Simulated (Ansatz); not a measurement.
# K on Pd(111): change of the work function

How does K on the fcc site change the work function of Pd(111) as the layer fills?

Method: plane-wave DFT, PBE, Ansatz PAW, in Ansatz 0.2.0.

### Step 1. Starting point

The cell holds 4 atoms: 4 Pd. Cell: a = 2.751 Å, b = 2.751 Å, c = 24.738 Å, α = 90.0°, β = 90.0°, γ = 60.0°. Vacuum lies along c.

### Step 2. The clean slab

The bare slab comes first, as the zero from which every change is counted. The two lowest layers are held at bulk places and the upper ones relax. The dipole correction removes the false field that a one-sided slab makes across the periodic vacuum, so each face gets a flat vacuum level of its own.

Contents of input.yaml:

```yaml
crystal:
  lattice:
    - [2.7506453788, 0.0, 0.0]
    - [1.3753226894, 2.3821287749, 0.0]
    - [0.0, 0.0, 24.7376776414]
  atoms:
    - { symbol: Pd, position: [0.0, 0.0, 0.3638174986] }
    - { symbol: Pd, position: [0.3333333333, 0.3333333333, 0.4546058329] }
    - { symbol: Pd, position: [0.6666666667, 0.6666666667, 0.5453941671] }
    - { symbol: Pd, position: [0.0, 0.0, 0.6361825014] }
kpoints:
  mp_grid: { grid: [12, 12, 1] }
hamiltonian:
  xc: pbe
scf:
  occupations: { method: fermi_dirac, width: 0.1 }
  convergence: { dr2_threshold: 1.0e-08 }
efield:
  axis: 3
  dipole_correction: true
  ramp_position: 0.97
  ramp_width: 0.06
relax:
  f_tol: 0.02
  max_steps: 60
  constraints: [{ sites: [0, 1] }]
output:
  write_potential: true
  write_density: true
  volumetric_format: npy
```

On the command line:

```console
ansatz run input.yaml --threads 4 --pin off --max-ram 16384MiB --backend cpu --events-out ev --progress --plain --runs-dir out
```

Numbers of over 12 decimals in the logs are rounded to 6 here.

Output:

```text
Engine: ansatz 0.2.0, aarch64-unknown-linux-gnu
Pseudopotentials: kind: paw
Pseudopotential: Pd, paw, valence charge 18, recommended cutoff 420 eV (normal), Pd.paw.azcp
Functional definition: PBE
  parameter kappa = 0.804
  parameter beta = 0.066725
  exchange = pbe_x(kappa = kappa, mu = beta*pi^2/3)
  correlation = pbe_c(beta = beta)
Crystal: 4 atoms, lattice volume = 162.091 Å³
Basis set: ecut = 420 eV, 3173 PW (Γ), exchange–correlation on 40×40×360 points (8 copies of the dense FFT grid, shifted against one another)
Bands: 44, of which v1, the nominal top of the filled ones, is band 36 counted from 1 (35 counted from 0)
Symmetry: 6 space group operations
k-points: 19 of 144 (time reversal used)
Non-local potential: Pd, projectors of the file, l = 0: 2, l = 1: 2, l = 2: 2, l = 3: 1
PAW form: soft (Blöchl's): semilocal exchange-correlation on the pseudo side does not see the compensation charge
PAW one-centre angular grid: Pd, 590 points (default); XC on 64 Gauss nodes
Initial density: superposition of atomic densities (neutral atoms: chi_scale 0, normalization atom), corrected by the library's trained network
Initial wavefunctions: pseudopotential atomic-orbital guess
Functional: x = pbe(κ = 0.804, μ = 0.219515), c = pbe(β = 0.066725)
SCF iter   1: F=—  HF=-27890.455168 eV  |F-HF|=—  |Δ(HF+E_count)|=         —  Δρ=1.07e-2  dr2=1.28e0  ethr=1.77e-3  p=0.000 e·Å  D=6.33e-14 V/Å  ΔV_dip=-0.00 eV  dr2_dipole=3.98e-8  V_vac-E_F(+/−)=4.91/4.91 eV  ⟨swp⟩=8.8  Hψ=3801  notcnv=0  defer=5
efield: sawtooth ramp at fractional position 0.9700 (set: `efield.ramp_position`, or a place that a band, a saddle search or an elastic batch's reference lends), width 0.0600; the density the first Hamiltonian is built on has a dipole p = 0.000 e·Å; the dipole correction subtracts the counter field D = 6.33e-14 V/Å, which shifts the + side's vacuum level by -0.00 eV against the − side's; the planar-averaged density in the ramp window peaks in size at 1.0e-5 e/Å³
preconditioner: auto → LDOS  [metal: Δε(μ)=0.013 eV  Ē_g=7.392 eV  σ=0.100 eV  W_gap=0.03  n_scr=18 (ndim 8)  ℏωp=18.4 eV  f_vac=0.591  D(μ)=8.60/eV (n_scr^D=102)  β→1.0]
SCF iter   2: F=—  HF=-27890.433596 eV  |F-HF|=—  |Δ(HF+E_count)|=   2.16e-2  Δρ=7.31e-3  dr2=1.75e-1  ethr=1.77e-3  p=0.000 e·Å  D=1.46e-6 V/Å  ΔV_dip=-0.00 eV  dr2_dipole=8.34e-8  V_vac-E_F(+/−)=5.24/5.24 eV  ⟨swp⟩=2.3  Hψ=1056  notcnv=0  defer=19
SCF iter   3: F=—  HF=-27890.425873 eV  |F-HF|=—  |Δ(HF+E_count)|=   7.72e-3  Δρ=2.98e-3  dr2=1.13e-1  ethr=2.44e-4  p=-0.000 e·Å  D=-3.12e-6 V/Å  ΔV_dip=0.00 eV  dr2_dipole=6.87e-8  V_vac-E_F(+/−)=5.17/5.17 eV  ⟨swp⟩=2.2  Hψ=1106  notcnv=0  defer=23
SCF iter   4: F=—  HF=-27890.422750 eV  |F-HF|=—  |Δ(HF+E_count)|=   3.12e-3  Δρ=6.69e-4  dr2=1.33e-3  ethr=1.57e-4  p=-0.000 e·Å  D=-9.11e-6 V/Å  ΔV_dip=0.00 eV  dr2_dipole=1.17e-8  V_vac-E_F(+/−)=5.25/5.25 eV  ⟨swp⟩=1.6  Hψ=832  notcnv=0  defer=23
SCF iter   5: F=—  HF=-27890.423193 eV  |F-HF|=—  |Δ(HF+E_count)|=   4.43e-4  Δρ=1.74e-4  dr2=5.12e-5  ethr=1.85e-6  p=-0.000 e·Å  D=-1.21e-6 V/Å  ΔV_dip=0.00 eV  dr2_dipole=2.43e-10  V_vac-E_F(+/−)=5.25/5.25 eV  ⟨swp⟩=2.1  Hψ=1258  notcnv=0  defer=23
SCF iter   6: F=—  HF=-27890.423233 eV  |F-HF|=—  |Δ(HF+E_count)|=   3.95e-5  Δρ=4.92e-5  dr2=8.06e-6  ethr=7.11e-8  p=-0.000 e·Å  D=-9.74e-7 V/Å  ΔV_dip=0.00 eV  dr2_dipole=6.60e-11  V_vac-E_F(+/−)=5.24/5.24 eV  ⟨swp⟩=2.5  Hψ=1397  notcnv=0  defer=23
SCF iter   7: F=—  HF=-27890.423234 eV  |F-HF|=—  |Δ(HF+E_count)|=   1.15e-6  Δρ=1.81e-5  dr2=4.03e-7  ethr=1.12e-8  p=-0.000 e·Å  D=-6.48e-7 V/Å  ΔV_dip=0.00 eV  dr2_dipole=1.00e-11  V_vac-E_F(+/−)=5.24/5.24 eV  ⟨swp⟩=3.2  Hψ=1510  notcnv=0  defer=20
SCF iter   8: F=—  HF=-27890.423235 eV  |F-HF|=—  |Δ(HF+E_count)|=   1.67e-6  Δρ=6.07e-6  dr2=5.44e-8  ethr=5.59e-10  p=-0.000 e·Å  D=-2.98e-7 V/Å  ΔV_dip=0.00 eV  dr2_dipole=2.98e-13  V_vac-E_F(+/−)=5.24/5.24 eV  ⟨swp⟩=2.6  Hψ=1458  notcnv=0  defer=20
SCF iter   9: F=-27890.423236 eV  HF=-27890.423236 eV  |F-HF|=1.10e-8  |Δ(HF+E_count)|=   2.61e-7  Δρ=1.39e-6  dr2=5.24e-9  ethr=1.39e-11  p=-0.000 e·Å  D=-1.17e-7 V/Å  ΔV_dip=0.00 eV  dr2_dipole=1.01e-13  V_vac-E_F(+/−)=5.24/5.24 eV  ⟨swp⟩=9.9  Hψ=5869  notcnv=0
SCF 1 converged in 9 iterations: F = -27890.423236 eV  dr2 = 5.24e-9
  greatest PAW one-centre occupation: 0.999 electrons in one spin orbital (limit 2), on the Pd atom at site 3 (counted from 0), in its partial waves of l = 0
relax step   1: F+E_penalty+E_count = -27890.42323570 eV  Δ(F+E_penalty+E_count) = +0.000e0 eV  max|allowed force component| = 3.166e-1 eV/Å  Δτ_max = 0.0000 Å  (9 SCF iters, accepted)
Initial density: handed on by an earlier stage of this run
Initial wavefunctions: those handed on with the density
iter 1 solved again at ethr=2.12e-4 eV; its pass at ethr=3.10e-3 eV (dr2=1.53e-1 eV) is discarded
SCF iter   1: F=—  HF=-27890.473008 eV  |F-HF|=—  |Δ(HF+E_count)|=         —  Δρ=1.03e-2  dr2=1.69e-1  ethr=2.12e-4  p=-0.000 e·Å  D=-1.13e-6 V/Å  ΔV_dip=0.00 eV  dr2_dipole=2.24e-3  V_vac-E_F(+/−)=5.27/5.27 eV  ⟨swp⟩=1.9  Hψ=3276  notcnv=0  defer=23
efield: sawtooth ramp at fractional position 0.9700 (set: `efield.ramp_position`, or a place that a band, a saddle search or an elastic batch's reference lends), width 0.0600; the density the first Hamiltonian is built on has a dipole p = -0.000 e·Å; the dipole correction subtracts the counter field D = -1.13e-6 V/Å, which shifts the + side's vacuum level by +0.00 eV against the − side's; the planar-averaged density in the ramp window peaks in size at 5.9e-6 e/Å³
preconditioner: auto → LDOS  [metal: Δε(μ)=0.027 eV  Ē_g=7.480 eV  σ=0.100 eV  W_gap=0.07  n_scr=18 (ndim 8)  ℏωp=18.4 eV  f_vac=0.586  D(μ)=8.63/eV (n_scr^D=102)  β→1.0]
SCF iter   2: F=—  HF=-27890.485252 eV  |F-HF|=—  |Δ(HF+E_count)|=   1.22e-2  Δρ=8.04e-3  dr2=2.31e-1  ethr=2.12e-4  p=0.009 e·Å  D=1.02e-2 V/Å  ΔV_dip=-0.25 eV  dr2_dipole=2.06e-2  V_vac-E_F(+/−)=5.00/5.25 eV  ⟨swp⟩=3.1  Hψ=1628  notcnv=0  defer=23
SCF iter   3: F=—  HF=-27890.436922 eV  |F-HF|=—  |Δ(HF+E_count)|=   4.83e-2  Δρ=1.43e-3  dr2=7.38e-3  ethr=2.12e-4  p=-0.000 e·Å  D=-2.15e-5 V/Å  ΔV_dip=0.00 eV  dr2_dipole=1.42e-3  V_vac-E_F(+/−)=5.26/5.25 eV  ⟨swp⟩=2.2  Hψ=1432  notcnv=0  defer=23
SCF iter   4: F=—  HF=-27890.436362 eV  |F-HF|=—  |Δ(HF+E_count)|=   5.60e-4  Δρ=7.26e-4  dr2=1.35e-3  ethr=1.03e-5  p=-0.000 e·Å  D=-2.56e-4 V/Å  ΔV_dip=0.01 eV  dr2_dipole=1.69e-4  V_vac-E_F(+/−)=5.26/5.25 eV  ⟨swp⟩=2.6  Hψ=1517  notcnv=0  defer=23
[...]
SCF iter   9: F=—  HF=-27890.436094 eV  |F-HF|=—  |Δ(HF+E_count)|=   1.66e-6  Δρ=6.83e-6  dr2=2.04e-7  ethr=3.69e-9  p=-0.001 e·Å  D=-1.18e-3 V/Å  ΔV_dip=0.03 eV  dr2_dipole=1.91e-9  V_vac-E_F(+/−)=5.28/5.25 eV  ⟨swp⟩=1.6  Hψ=936  notcnv=0  defer=23
SCF iter  10: F=—  HF=-27890.436094 eV  |F-HF|=—  |Δ(HF+E_count)|=   1.41e-7  Δρ=2.36e-6  dr2=2.45e-8  ethr=2.83e-10  p=-0.001 e·Å  D=-1.18e-3 V/Å  ΔV_dip=0.03 eV  dr2_dipole=5.00e-10  V_vac-E_F(+/−)=5.28/5.25 eV  ⟨swp⟩=1.9  Hψ=1008  notcnv=0  defer=23
SCF iter  11: F=-27890.436094 eV  HF=-27890.436094 eV  |F-HF|=3.60e-9  |Δ(HF+E_count)|=   2.10e-8  Δρ=9.21e-7  dr2=4.42e-9  ethr=1.39e-11  p=-0.001 e·Å  D=-1.17e-3 V/Å  ΔV_dip=0.03 eV  dr2_dipole=6.45e-12  V_vac-E_F(+/−)=5.28/5.25 eV  ⟨swp⟩=9.1  Hψ=5455  notcnv=0
SCF 2 converged in 11 iterations: F = -27890.436094 eV  dr2 = 4.42e-9
  greatest PAW one-centre occupation: 0.999 electrons in one spin orbital (limit 2), on the Pd atom at site 0 (counted from 0), in its partial waves of l = 0
relax step   2: F+E_penalty+E_count = -27890.43609399 eV  Δ(F+E_penalty+E_count) = -1.286e-2 eV  max|allowed force component| = 1.195e-1 eV/Å  Δτ_max = 0.1491 Å  (11 SCF iters, accepted)
SCF iter   1: F=—  HF=-27890.441862 eV  |F-HF|=—  |Δ(HF+E_count)|=         —  Δρ=3.46e-3  dr2=5.32e-2  ethr=1.86e-4  p=-0.001 e·Å  D=-1.17e-3 V/Å  ΔV_dip=0.03 eV  dr2_dipole=1.25e-2  V_vac-E_F(+/−)=5.27/5.24 eV  ⟨swp⟩=3.7  Hψ=1882  notcnv=0  defer=23
efield: sawtooth ramp at fractional position 0.9700 (set: `efield.ramp_position`, or a place that a band, a saddle search or an elastic batch's reference lends), width 0.0600; the density the first Hamiltonian is built on has a dipole p = -0.001 e·Å; the dipole correction subtracts the counter field D = -1.17e-3 V/Å, which shifts the + side's vacuum level by +0.03 eV against the − side's; the planar-averaged density in the ramp window peaks in size at 4.1e-6 e/Å³
preconditioner: auto → LDOS  [metal: Δε(μ)=0.005 eV  Ē_g=7.445 eV  σ=0.100 eV  W_gap=0.01  n_scr=18 (ndim 8)  ℏωp=18.4 eV  f_vac=0.586  D(μ)=8.75/eV (n_scr^D=102)  β→1.0]
SCF iter   2: F=—  HF=-27890.442574 eV  |F-HF|=—  |Δ(HF+E_count)|=   7.12e-4  Δρ=2.46e-3  dr2=2.49e-2  ethr=7.39e-5  p=-0.004 e·Å  D=-4.16e-3 V/Å  ΔV_dip=0.10 eV  dr2_dipole=3.71e-3  V_vac-E_F(+/−)=5.35/5.25 eV  ⟨swp⟩=2.0  Hψ=1476  notcnv=0  defer=23
SCF iter   3: F=—  HF=-27890.438246 eV  |F-HF|=—  |Δ(HF+E_count)|=   4.33e-3  Δρ=5.40e-4  dr2=2.62e-3  ethr=3.45e-5  p=-0.001 e·Å  D=-7.90e-4 V/Å  ΔV_dip=0.02 eV  dr2_dipole=6.99e-4  V_vac-E_F(+/−)=5.27/5.25 eV  ⟨swp⟩=2.0  Hψ=1237  notcnv=0  defer=23
SCF iter   4: F=—  HF=-27890.438154 eV  |F-HF|=—  |Δ(HF+E_count)|=   9.19e-5  Δρ=2.67e-4  dr2=2.39e-4  ethr=3.64e-6  p=-0.001 e·Å  D=-8.37e-4 V/Å  ΔV_dip=0.02 eV  dr2_dipole=2.30e-5  V_vac-E_F(+/−)=5.27/5.25 eV  ⟨swp⟩=2.1  Hψ=1201  notcnv=0  defer=23
SCF iter   5: F=—  HF=-27890.438115 eV  |F-HF|=—  |Δ(HF+E_count)|=   3.93e-5  Δρ=6.91e-5  dr2=2.80e-5  ethr=3.32e-7  p=-0.001 e·Å  D=-7.61e-4 V/Å  ΔV_dip=0.02 eV  dr2_dipole=4.25e-6  V_vac-E_F(+/−)=5.27/5.25 eV  ⟨swp⟩=2.0  Hψ=1164  notcnv=0  defer=23
SCF iter   6: F=—  HF=-27890.438114 eV  |F-HF|=—  |Δ(HF+E_count)|=   9.50e-7  Δρ=3.89e-5  dr2=5.54e-6  ethr=3.89e-8  p=-0.001 e·Å  D=-7.43e-4 V/Å  ΔV_dip=0.02 eV  dr2_dipole=8.65e-8  V_vac-E_F(+/−)=5.27/5.25 eV  ⟨swp⟩=2.1  Hψ=1071  notcnv=0  defer=23
SCF iter   7: F=—  HF=-27890.438111 eV  |F-HF|=—  |Δ(HF+E_count)|=   3.36e-6  Δρ=2.05e-5  dr2=2.14e-6  ethr=7.70e-9  p=-0.001 e·Å  D=-7.64e-4 V/Å  ΔV_dip=0.02 eV  dr2_dipole=1.72e-12  V_vac-E_F(+/−)=5.27/5.25 eV  ⟨swp⟩=1.5  Hψ=905  notcnv=0  defer=23
SCF iter   8: F=—  HF=-27890.438111 eV  |F-HF|=—  |Δ(HF+E_count)|=   1.22e-7  Δρ=8.82e-6  dr2=3.83e-7  ethr=2.97e-9  p=-0.001 e·Å  D=-7.82e-4 V/Å  ΔV_dip=0.02 eV  dr2_dipole=8.94e-11  V_vac-E_F(+/−)=5.27/5.25 eV  ⟨swp⟩=1.6  Hψ=876  notcnv=0  defer=23
SCF iter   9: F=—  HF=-27890.438111 eV  |F-HF|=—  |Δ(HF+E_count)|=   1.20e-7  Δρ=2.88e-6  dr2=3.25e-8  ethr=5.32e-10  p=-0.001 e·Å  D=-7.82e-4 V/Å  ΔV_dip=0.02 eV  dr2_dipole=1.32e-10  V_vac-E_F(+/−)=5.27/5.25 eV  ⟨swp⟩=1.4  Hψ=891  notcnv=0  defer=23
SCF iter  10: F=-27890.438111 eV  HF=-27890.438111 eV  |F-HF|=9.09e-9  |Δ(HF+E_count)|=   6.31e-8  Δρ=1.12e-6  dr2=4.80e-9  ethr=1.39e-11  p=-0.001 e·Å  D=-7.77e-4 V/Å  ΔV_dip=0.02 eV  dr2_dipole=2.32e-11  V_vac-E_F(+/−)=5.27/5.25 eV  ⟨swp⟩=9.2  Hψ=5451  notcnv=0
SCF 3 converged in 10 iterations: F = -27890.438111 eV  dr2 = 4.80e-9
relax step   3: F+E_penalty+E_count = -27890.43811104 eV  Δ(F+E_penalty+E_count) = -2.017e-3 eV  max|allowed force component| = 1.002e-2 eV/Å  Δτ_max = 0.0431 Å  (10 SCF iters, accepted)
NSCF: frozen V_eff on 19 k-points
the band table was solved once a step of the walk had ended and its energy, with any forces and stress, was formed, with the checks that follow a solve (4651 applications of the Hamiltonian). They found nothing against the state; the energy, forces and stress were not computed again (output.eigenvalues in the input reference)
WARN: The input density's exchange-correlation potential varies sharply where the density is thin. Do not read a vacuum level from v_tot or v_xc, or from such a field of the output density. On a cell that repeats whose density bears no net charge and no dipole along the vacuum's axis use v_es (v_loc + v_h of the components); under efield.dipole_correction with no amplitude use v_es + v_field, which holds any external [...]
SCF converged after 10 iterations
Free energy (F): -27890.438111 eV
Harris-Foulkes:  -27890.438111 eV  (|F-HF|=9.09e-9)
Internal energy: -27890.160758 eV  (E = F + TS)
E sigma→0 (E₀):  -27890.299434 eV
Entropy (-TS):   -0.277353 eV (-69.338 meV/atom)
Fermi energy:    3.865219 eV
Dipole field:    D = -0.000784 V/Å  (p = -0.000703 e·Å, saw-weighted, corrected)
Work function:   Φ+ = 5.2682 eV   Φ− = 5.2488 eV
Levels:          The Fermi level and band energies are counted from a zero that moves with the ramp; work functions are not
--- Per-component energies (eV) ---
  E_band       = -1676.700701
  E_kinetic    = 2053.458324
  E_local      = -127765.328557  (includes V_loc(G=0)·N_el)
  E_nonlocal   = 869.748791
  E_hartree    = 62664.014762
  E_xc         = -672.789627
  E_vxc        = -843.766960  (∫ρ·V_xc dr)
  E_paw        = -15001.631602  (= ΣΔE_a)
  E_vpaw       = -1318.850886  (= ΣTr[D̂ρ^β])
  E_aug_tail   = 0.000881  (compensation charges beyond the density's cutoff)
  E_efield     = 0.000000  (sawtooth field / dipole correction)
  E_vefield    = 0.002175  (∫n·V_field dr)
  E_ewald      = 49962.366270
  E_smearing   = -0.277353  (= −TS)
  E_closure    = -0.000000  (closes the sum)
  Σ components = -27890.438111   (vs F -27890.438111, Δ=0.00e0)
--- Forces (eV/Å), atoms counted from 1 ---
  atom   1  Pd     0.00000000    -0.00000000    -0.31322260
  atom   2  Pd    -0.00000000    -0.00000000     0.30972277
  atom   3  Pd     0.00000000     0.00000000    -0.00649868
  atom   4  Pd     0.00000000     0.00000000     0.01001665
  max |Σ_I F_I| component: 1.81e-5 eV/Å
--- Band table (eV; the first three rows and the last of 19) ---
  k-point 0: bands = [... 32 lower, 2.6989, 2.9476, 2.9476, 3.4679, 3.4679, 3.7710, 3.7710, 4.2819, ... 4 higher]
  k-point 1: bands = [... 32 lower, 2.6192, 2.9508, 2.9602, 3.1225, 3.4642, 3.5262, 3.7785, 4.8762, ... 4 higher]
  k-point 2: bands = [... 32 lower, 2.5130, 2.5291, 2.9094, 2.9320, 3.4494, 3.7948, 4.0102, 5.8227, ... 4 higher]
  k-point 18: bands = [... 32 lower, 3.3435, 3.5770, 3.6104, 3.6222, 10.1875, 10.3728, 10.3815, 11.0947, ... 4 higher]
--- Relaxed structure (3 steps of the walk, 3 accepted, 0 SCFs on fresh bases) ---
  F+E_penalty+E_count = -27890.43811104 eV   max|allowed force component| = 1.002e-2 eV/Å
  atoms:
    - { symbol: Pd, position: [0.0, 0.0, 0.3638174986] }
    - { symbol: Pd, position: [0.333333, 0.333333, 0.454606] }
    - { symbol: Pd, position: [0.666667, 0.666667, 0.547339] }
    - { symbol: Pd, position: [0, 0, 0.640465] }
```

Elapsed: 13 s, on 4 threads of Arm Neoverse V1, shared host; peak memory 0.49 GiB; 49 s of CPU time.

Relaxation path:

```tsv
step	energy less that of the first step (eV)	largest force component (eV/Å)
1	0.0000	0.3166
2	-0.0129	0.1195
3	-0.0149	0.0100
```

The run keeps the 6 symmetry operations that it works with, so distortions that break them were not tested.

The atoms that moved most (Å):

```tsv
atom	dx	dy	dz	length
Pd4	0.000	0.000	0.106	0.106
Pd3	0.000	0.000	0.048	0.048
```

The relaxed structure:

```xyz
4
Lattice="2.7506 0.0000 0.0000 1.3753 2.3821 0.0000 0.0000 0.0000 24.7377" Properties=species:S:1:pos:R:3
Pd    0.0000    0.0000    9.0000
Pd    1.3753    0.7940   11.2459
Pd    2.7506    1.5881   13.5399
Pd    0.0000    0.0000   15.8436
```

Numbers from this step:

```
energy at zero smearing   : -27890.2994 eV
work function, upper face : 5.268 eV
dipole along the normal   : -7.03e-4 e·Å
```

Running mean over 2.246 Å of the planar mean; the ramp of the sawtooth is left out. The electron's electrostatic potential energy less the Fermi level by z:

```tsv
z (Å)	electron's electrostatic potential energy less the Fermi level (eV)
3.5	5.25
4.0	5.25
4.5	5.25
5.0	5.25
5.5	5.23
6.0	5.19
6.5	5.04
7.0	4.40
7.5	1.79
8.0	-3.11
8.5	-7.03
9.0	-8.25
9.5	-8.43
10.0	-8.48
10.5	-8.52
11.0	-8.56
11.5	-8.51
12.0	-8.24
12.5	-8.12
13.0	-8.35
13.5	-8.50
14.0	-8.28
14.5	-7.92
15.0	-7.94
15.5	-8.20
16.0	-8.01
16.5	-6.08
17.0	-1.45
17.5	2.94
18.0	4.73
18.5	5.13
19.0	5.23
19.5	5.26
20.0	5.27
20.5	5.27
21.0	5.27
21.5	5.27
```

The relaxation took 3 steps and lowered the energy by 0.015 eV; the largest force on the free atoms ends at 0.010 eV/Å.

The work function of the upper face is 5.27 eV.

(Part 1 of 3 ends here.)

[Logs are printed without paths, hosts, clocks, repeated set-up lines and the standing remarks that a program may print on its own settings, such as how far it seeks lower states.]

[Hosts, paths, dates, database ids (printed as entryN), source tags and the programs' standing remarks are cut or masked in the printed files.]

[Maps of the electrostatic potential energy from Ansatz leave out the sawtooth potential of an applied field or a dipole correction, so their vacuum need not be flat; planar profiles and work functions include it.]
